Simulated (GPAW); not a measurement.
# BaTiO3 (P4mm): the O K absorption edge, part 4 of 4

Aim: the dependence of the O K near-edge features of BaTiO3 (P4mm) on volume.

GPAW 26.7.0; X-ray absorption from dipole matrix elements to empty bands, plane-wave PAW LDA.

So far. Step 8 (Spectrum with FCH, O atom 3): The scaled spectrum changes by 8 % r.m.s. Another feature, at 5.4 eV (1.68), becomes the highest below 16 eV; the one at 12.5 eV (1.66) is now at 12.7 eV (1.62). Step 10 (Spectrum with FCH, O atom 3): Against the first run the r.m.s. difference is 7 %. The highest intensity below 16 eV goes from 12.5 eV (1.66) to 12.2 eV (1.70).

The database entry behind the starting cell differs from later determinations by our own check (c/a about 0.6 % short), so it need not match the best structure at ambient conditions.

### Step 12. Spectrum with FCH, O atom 3

Shorter bonds are expected to push antibonding states and scattering resonances up, and longer ones down; the cell is scaled to test that.

Changed against the first core-hole run: volume scale from 1 to 1.06.

File xas.py:

```python
import numpy as np
from ase import Atoms
from ase.parallel import parprint, paropen
from gpaw import GPAW, PW, FermiDirac, Mixer, MixerDif, setup_paths
from gpaw.test import gen
setup_paths.insert(0, '.')
gen('O', name='fch1s', xcname='LDA', corehole=(1, 0, 1), write_xml=True)
from gpaw.mpi import world
world.barrier()

atoms = Atoms('Ba2Ti2O6',
    cell=[[-4.07824737, 4.07824737, 0],
     [-4.07824737, -4.07824737, 0],
     [4.07824737, 0, 4.09680432]],
    scaled_positions=[[0, 0, 0],
     [0.5, 0.5, 0],
     [0.245, 0.745, 0.49],
     [0.745, 0.245, 0.49],
     [0.5085, 0.0085, 0.517],
     [0.0085, 0.5085, 0.517],
     [0.0085, 0.0085, 0.517],
     [0.5085, 0.5085, 0.517],
     [0.0095, 0.5095, 0.019],
     [0.5095, 0.0095, 0.019]],
    pbc=True)
atoms.calc = calc = GPAW(legacy_gpaw=True, mode=PW(500, force_complex_dtype=True), xc='LDA', setups={4: 'fch1s'},
    kpts={'size': (4, 4, 4), 'gamma': True}, occupations=FermiDirac(0.02),
    charge=0, mixer=Mixer(0.1, 5, 50), maxiter=150,
    convergence={'density': 0.0001, 'eigenstates': 1e-6}, txt='scf.txt')
energy = atoms.get_potential_energy() + calc.get_reference_energy()
ef = calc.get_fermi_level()
out = dict(energy=energy, fermi=ef, forces=atoms.get_forces().tolist())
parprint(f'all-electron energy {energy:.4f} eV, Fermi level {ef:.4f} eV')
ev = np.array([[calc.get_eigenvalues(k, s) for k in range(len(calc.get_ibz_k_points()))] for s in range(calc.get_number_of_spins())])
out['homo'], out['lumo'], out['counts'] = ev[ev < ef].max(), ev[ev > ef].min(), sorted(set((ev < ef).sum((0, 2)).tolist()))
out['filled'] = (ev[:, 0] < ef).sum(1).tolist()

from ase.units import Ha
from gpaw.xas import dipole_matrix_elements
nb = int(calc.get_number_of_electrons() / 2) + 94
top, nb = nb, nb + 8 + nb // 12
nscf = calc.fixed_density(kpts={'size': (6, 6, 6), 'gamma': True}, nbands=nb,
    convergence={'bands': top, 'eigenstates': 5e-3}, maxiter=60, txt='nscf.txt')
cell = atoms.cell.array
ops = [cell.T @ U.T @ np.linalg.inv(cell.T) for U in nscf.wfs.kd.symmetry.op_scc]
filled = [40]  # bands filled in the ground state, by spin
E = np.arange(-6, 34, 0.1)
fwhm = np.interp(E, [4, 25], [0.9, 3.5])
Y, X, zero, highest = 0, 0, 1e9, 1e9
for spin in range(nscf.get_number_of_spins()):
    wfs = nscf.wfs
    mine = wfs.bd.get_slice()  # this rank's bands
    A = dipole_matrix_elements(wfs.setups[4])
    eps = np.zeros((wfs.kd.nibzkpts, nb))
    d = np.zeros((3, A.shape[1], wfs.kd.nibzkpts, nb), complex)
    for kpt in wfs.kpt_u:
        if kpt.s == spin and 4 in kpt.P_ani:
            eps[kpt.k, mine] = kpt.eps_n * Ha
            d[:, :, kpt.k, mine] = (kpt.weight * wfs.nspins / 2) ** 0.5 * np.inner(A, kpt.P_ani[4])
    world.sum(eps)
    world.sum(d)
    T = np.einsum('amkn,bmkn->abkn', d, d.conj()).real
    T = sum(np.einsum('ai,ijkn,bj->abkn', R, T, R) for R in ops) / len(ops)
    empty = np.ones_like(eps, bool) & (np.arange(nb) >= filled[spin])
    zero, highest = min(zero, eps[empty].min()), min(highest, eps[:, top - 1].min())
    lines = [(eps, T, empty)] if spin == 0 else lines + [(eps, T, empty)]
for eps, T, empty in lines:
    f = np.einsum('aakn->akn', T).reshape(3, -1)
    x = eps.ravel() - zero
    w = np.interp(x, E, fwhm) / 2.35482
    g = np.exp(-0.5 * ((E[:, None] - x) / w) ** 2) / (w * (2 * np.pi) ** 0.5)
    Y = Y + (f * empty.ravel()) @ g.T
    X = X + (f * ~empty.ravel()) @ g.T
out.update(E=E.round(2).tolist(), xas=Y.tolist(), xes=X.tolist(), zero=zero, valid=highest - zero, nk=len(eps), nb=nb)
for i in range(0, len(E), 10):
    parprint(f'{E[i]:7.2f}', *(f'{v:10.3e}' for v in Y[:, i]))
import json
with paropen('out.json', 'w') as f:
    json.dump(out, f)
```

Command:

```bash
OMP_NUM_THREADS=1 mpirun -n 4 gpaw python xas.py
```

Numbers of over 12 decimals in the logs are rounded to 6 here.

The log of the run:

```text
Input parameters:
  convergence: {density: 0.0001,
                eigenstates: 1e-06}
  kpts: {gamma: True,
         size: (4, 4, 4)}
  maxiter: 150
  mixer: {backend: pulay,
          beta: 0.1,
          method: separate,
          nmaxold: 5,
          weight: 50}
  mode: {ecut: 500.0,
         force_complex_dtype: True,
         name: pw}
  occupations: {fixmagmom: False,
                name: fermi-dirac,
[...]
*p    :    -0.067100
*d    :     0.000000
--------------------------------

Diagonalizing with gridspacing h=0.050

state   all-electron     PAW
-------------------------------
2s:      -1.594915    -1.596334
2p:      -1.067100    -1.073375
*d:                   -0.060686
*f:                   -0.013559
-------------------------------
all-electron energy -500290.3049 eV, Fermi level 7.2538 eV
[...]
32.00  9.522e-05  6.081e-05  6.148e-05
  33.00  1.196e-04  4.985e-05  5.032e-05
[key lines of the parts left out:]
Converged after 16 iterations.
Dipole moment: (4.068211, 0.102969, -5.612464) |e|*Ang
Free energy:   -110.077958
Fermi level: 7.25383
```

It took 3.4 min on 4 MPI ranks of Intel Xeon Platinum 8488C (Sapphire Rapids), shared host; peak memory 0.54 GiB; 14 min of CPU time.

| E (eV) | first run | this run |
| --- | --- | --- |
| -2.0 | 0.00 | 0.00 |
| -1.0 | 0.00 | 0.00 |
| 0.0 | 0.07 | 0.10 |
| 1.0 | 0.98 | 1.12 |
| 2.0 | 0.80 | 0.75 |
| 3.0 | 0.83 | 0.85 |
| 4.0 | 0.86 | 1.04 |
| 5.0 | 1.53 | 1.32 |
| 6.0 | 1.43 | 1.49 |
| 7.0 | 1.48 | 1.40 |
| 8.0 | 0.70 | 0.52 |
| 9.0 | 0.29 | 0.36 |
| 10.0 | 0.50 | 0.74 |
| 11.0 | 1.06 | 1.41 |
| 12.0 | 1.59 | 1.73 |
| 13.0 | 1.58 | 1.47 |
| 14.0 | 1.32 | 1.26 |
| 15.0 | 1.23 | 1.08 |
| 16.0 | 1.05 | 0.85 |
| 17.0 | 0.86 | 0.80 |
| 18.0 | 0.80 | 0.78 |
| 19.0 | 0.69 | 0.63 |
| 20.0 | 0.53 | 0.48 |
| 21.0 | 0.43 | 0.44 |
| 22.0 | 0.42 | 0.46 |
| 23.0 | 0.45 | 0.49 |
| 24.0 | 0.47 | 0.53 |
| 25.0 | 0.51 | 0.59 |
| 26.0 | 0.58 | 0.67 |
| 27.0 | 0.66 | 0.78 |
| 28.0 | 0.77 | 0.89 |
| 29.0 | 0.87 | 0.99 |
| 30.0 | 0.97 | 1.07 |
| 31.0 | 1.05 | 1.13 |
| 32.0 | 1.10 | 1.18 |

Against the first run the r.m.s. difference is 14 %. The highest intensity below 16 eV goes from 12.5 eV (1.66) to 11.9 eV (1.73).

The photon energy of the zero moves by -0.12 eV.

### Step 13. The volumes side by side

| volume | nearest distance (Å) | shift of the zero (eV) | maximum 1 (eV above own zero) | maximum 2 (eV above own zero) | maximum 3 (eV above own zero) |
| --- | --- | --- | --- | --- | --- |
| 0.94 | 1.962 | +0.12 | 1.6 | 5.6 | 13.1 |
| 0.97 | 1.983 | +0.06 | 1.5 | 5.4 | 12.7 |
| 1 | 2.003 | +0.00 | 1.4 | 5.2 | 12.5 |
| 1.03 | 2.023 | -0.06 | 1.3 | 5.0 | 12.2 |
| 1.06 | 2.042 | -0.12 | 1.3 | 4.8 | 11.9 |

The curves, each shifted by its zero's change so that they share one photon-energy axis, counted from the zero at V × 1:

| E (eV) | V × 0.94 | V × 0.97 | V × 1 | V × 1.03 | V × 1.06 |
| --- | --- | --- | --- | --- | --- |
| -2.0 | 0.00 | 0.00 | 0.00 | 0.00 | 0.00 |
| -1.0 | 0.00 | 0.00 | 0.00 | 0.00 | 0.00 |
| 0.0 | 0.04 | 0.05 | 0.07 | 0.11 | 0.15 |
| 1.0 | 0.64 | 0.81 | 0.98 | 1.12 | 1.22 |
| 2.0 | 1.10 | 0.94 | 0.80 | 0.72 | 0.72 |
| 3.0 | 0.54 | 0.71 | 0.83 | 0.86 | 0.82 |
| 4.0 | 0.84 | 0.82 | 0.86 | 0.98 | 1.12 |
| 5.0 | 1.31 | 1.48 | 1.53 | 1.45 | 1.31 |
| 6.0 | 1.73 | 1.53 | 1.43 | 1.45 | 1.53 |
| 7.0 | 1.49 | 1.50 | 1.48 | 1.41 | 1.30 |
| 8.0 | 1.02 | 0.86 | 0.70 | 0.56 | 0.46 |
| 9.0 | 0.34 | 0.29 | 0.29 | 0.32 | 0.39 |
| 10.0 | 0.30 | 0.39 | 0.50 | 0.65 | 0.82 |
| 11.0 | 0.66 | 0.85 | 1.06 | 1.28 | 1.48 |
| 12.0 | 1.23 | 1.43 | 1.59 | 1.69 | 1.72 |
| 13.0 | 1.57 | 1.61 | 1.58 | 1.51 | 1.43 |
| 14.0 | 1.45 | 1.38 | 1.32 | 1.28 | 1.24 |
| 15.0 | 1.28 | 1.26 | 1.23 | 1.16 | 1.05 |
| 16.0 | 1.24 | 1.17 | 1.05 | 0.93 | 0.83 |
| 17.0 | 1.09 | 0.96 | 0.86 | 0.82 | 0.81 |
| 18.0 | 0.89 | 0.83 | 0.80 | 0.78 | 0.77 |
| 19.0 | 0.77 | 0.73 | 0.69 | 0.65 | 0.61 |
| 20.0 | 0.62 | 0.57 | 0.53 | 0.49 | 0.47 |
| 21.0 | 0.47 | 0.44 | 0.43 | 0.43 | 0.44 |
| 22.0 | 0.39 | 0.40 | 0.42 | 0.44 | 0.47 |
| 23.0 | 0.40 | 0.43 | 0.45 | 0.47 | 0.50 |
| 24.0 | 0.43 | 0.45 | 0.47 | 0.50 | 0.54 |
| 25.0 | 0.44 | 0.47 | 0.51 | 0.55 | 0.60 |
| 26.0 | 0.48 | 0.53 | 0.58 | 0.63 | 0.69 |
| 27.0 | 0.55 | 0.60 | 0.66 | 0.73 | 0.79 |
| 28.0 | 0.63 | 0.70 | 0.77 | 0.84 | 0.90 |
| 29.0 | 0.73 | 0.80 | 0.87 | 0.94 | 1.00 |
| 30.0 | 0.84 | 0.91 | 0.97 | 1.03 | 1.08 |
| 31.0 | 0.93 | 0.99 | 1.05 | 1.10 | 1.14 |
| 32.0 | 1.01 | 1.06 | 1.10 | 1.15 | 1.18 |

### Step 14. What came out

- absorber and edge: O K, atom 3 of the ground-state input (counted from 1)
- surroundings: 2 Ti at 2.00 Å (linear, site symmetry 2mm)
- highest intensity below 16 eV: 12.5 eV above the zero, height 1.66
- photon energy of the zero, with the added terms: 524.2 eV (raw 533.1 eV; LDA puts this hole about 4 eV below PBE, itself good to a few eV)

What this shows: From V × 0.94 to V × 1.06 the nearest distance grows by 0.080 Å and the zero moves by -0.24 eV. Above their own zero, the maxima move from 1.6 to 1.3 eV, from 5.6 to 4.8 eV and from 13.1 to 11.9 eV. The one highest in energy moves most, in the direction that the rule ΔE·R² ≈ constant for scattering resonances gives. The O K edge of atom 3, with 2 Ti at 2.00 Å (linear, site symmetry 2mm), has its highest intensity of the first 16 eV at 12.5 eV above the zero, near 537 eV in photon energy (LDA puts this hole about 4 eV below PBE, itself good to a few eV), 1.7 times the mean level of the first 20 eV (Gaussian full width 0.9 eV up to 4 eV, rising linearly to 3.5 eV at 25 eV). At the O K edge of atom 3 polarisation matters most near 3.2 eV, where the curves differ by 1.1 on this scale. The crystal has 2 inequivalent O sites and not all are shown here, while a measurement adds them all. The holes are only 5.7 Å apart, so the shape is probably not converged with cell size; no larger cell was run here. The mesh is coarse (0.26 Å⁻¹ between points), so small maxima may be mesh ripples. The structure is a published determination, not relaxed.

[Banner, clock and machine lines of the logs are left out without a mark of their own.]

[Logs are printed without paths, hosts, clocks, repeated set-up lines and the standing remarks that a program may print on its own settings, such as how far it seeks lower states.]

[Hosts, paths, dates, database ids (printed as entryN), source tags and the programs' standing remarks are cut or masked in the printed files.]

[Lists of maxima count a maximum above −3 eV only where it reaches 4 % of the highest in the window and stands out from its surroundings by 2 % of it (1.5 % where it reaches 55 %); shoulders and weaker maxima are passed over, and of the rest the first, up to two pre-edge ones and the few strongest are named.]
